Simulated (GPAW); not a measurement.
Consider SrNbO3 (Pm-3m).

```
Nb Sr O
1.0
     4.06969    0.00000    0.00000
     0.00000    4.06969    0.00000
     0.00000    0.00000    4.06969
Nb Sr O
1 1 3
Cartesian
  0.0000 0.0000 0.0000
  2.0348 2.0348 2.0348
  2.0348 0.0000 0.0000
  0.0000 0.0000 2.0348
  0.0000 2.0348 0.0000
```

Absorber: atom 3, with 2 Nb at 2.03 Å (linear, site symmetry 4/mmm). Method: GPAW, LDA, excited-electron core hole (neutral cell), 10-atom cell with 5.8 Å between holes, 6×6×6 k points, dipole transitions, Gaussian full width 0.9 eV up to 4 eV, rising linearly to 3.5 eV at 25 eV.

**Question.** Predict the near-edge structure at the O K edge.

Main maxima up to 24 eV above the zero (height): 0.4 eV (1.97), 3.1 eV (2.13), 6.1 eV (1.33), 9.9 eV (1.16) and 16.2 eV (0.97). A K edge sees empty p states; the first features are O p mixed into the empty d states of the Nb neighbours, and the broad ones above probably into the cations' higher empty bands. The total-energy difference is 535.37 eV. One term is added: -8.83 eV, since the hole is spin-paired here and a spin-polarised one costs that much less in the free atom (computed apart). The photon energy is then 526.54 eV. The functional leaves an error in such absolute values: in the free atom LDA prices this hole 4.1 eV below PBE (computed apart), and PBE is itself good to a few eV.

The O K spectrum (energy from the lowest empty level; intensity scaled to a mean of 1 over the first 20 eV):

| E (eV) | intensity |
| --- | --- |
| -2.00 | 0.00 |
| -1.25 | 0.00 |
| -0.50 | 0.22 |
| 0.25 | 1.81 |
| 1.00 | 1.18 |
| 1.75 | 0.63 |
| 2.50 | 1.45 |
| 3.25 | 2.09 |
| 4.00 | 1.80 |
| 4.75 | 1.18 |
| 5.50 | 1.13 |
| 6.25 | 1.32 |
| 7.00 | 1.16 |
| 7.75 | 0.93 |
| 8.50 | 0.89 |
| 9.25 | 1.06 |
| 10.00 | 1.15 |
| 10.75 | 0.96 |
| 11.50 | 0.70 |
| 12.25 | 0.55 |
| 13.00 | 0.47 |
| 13.75 | 0.51 |
| 14.50 | 0.68 |
| 15.25 | 0.87 |
| 16.00 | 0.97 |
| 16.75 | 0.94 |
| 17.50 | 0.82 |
| 18.25 | 0.68 |
| 19.00 | 0.56 |
| 19.75 | 0.48 |
| 20.50 | 0.43 |
| 21.25 | 0.41 |
| 22.00 | 0.43 |
| 22.75 | 0.48 |
| 23.50 | 0.56 |
| 24.25 | 0.65 |
| 25.00 | 0.75 |
| 25.75 | 0.85 |
| 26.50 | 0.95 |
| 27.25 | 1.04 |
| 28.00 | 1.13 |
| 28.75 | 1.20 |
| 29.50 | 1.24 |
| 30.25 | 1.23 |
| 31.00 | 1.16 |

The primitive cell holds an odd number of electrons, so a spin-paired run has to come out metallic; that is right for a metal, but some such compounds are magnetic or distorted insulators. The holes are only 5.8 Å apart, so the shape is probably not converged with cell size; no larger cell was run here. The mesh is coarse (0.26 Å⁻¹ between points), so small maxima may be mesh ripples. The structure is a computed Materials Project entry and may be a hypothetical form.

[Banner, clock and machine lines of the logs are left out without a mark of their own.]

[Logs are printed without paths, hosts, clocks, repeated set-up lines and the standing remarks that a program may print on its own settings, such as how far it seeks lower states.]

[Hosts, paths, dates, database ids (printed as entryN), source tags and the programs' standing remarks are cut or masked in the printed files.]

[Lists of maxima count a maximum above −3 eV only where it reaches 4 % of the highest in the window and stands out from its surroundings by 2 % of it (1.5 % where it reaches 55 %); shoulders and weaker maxima are passed over, and of the rest the first, up to two pre-edge ones and the few strongest are named.]
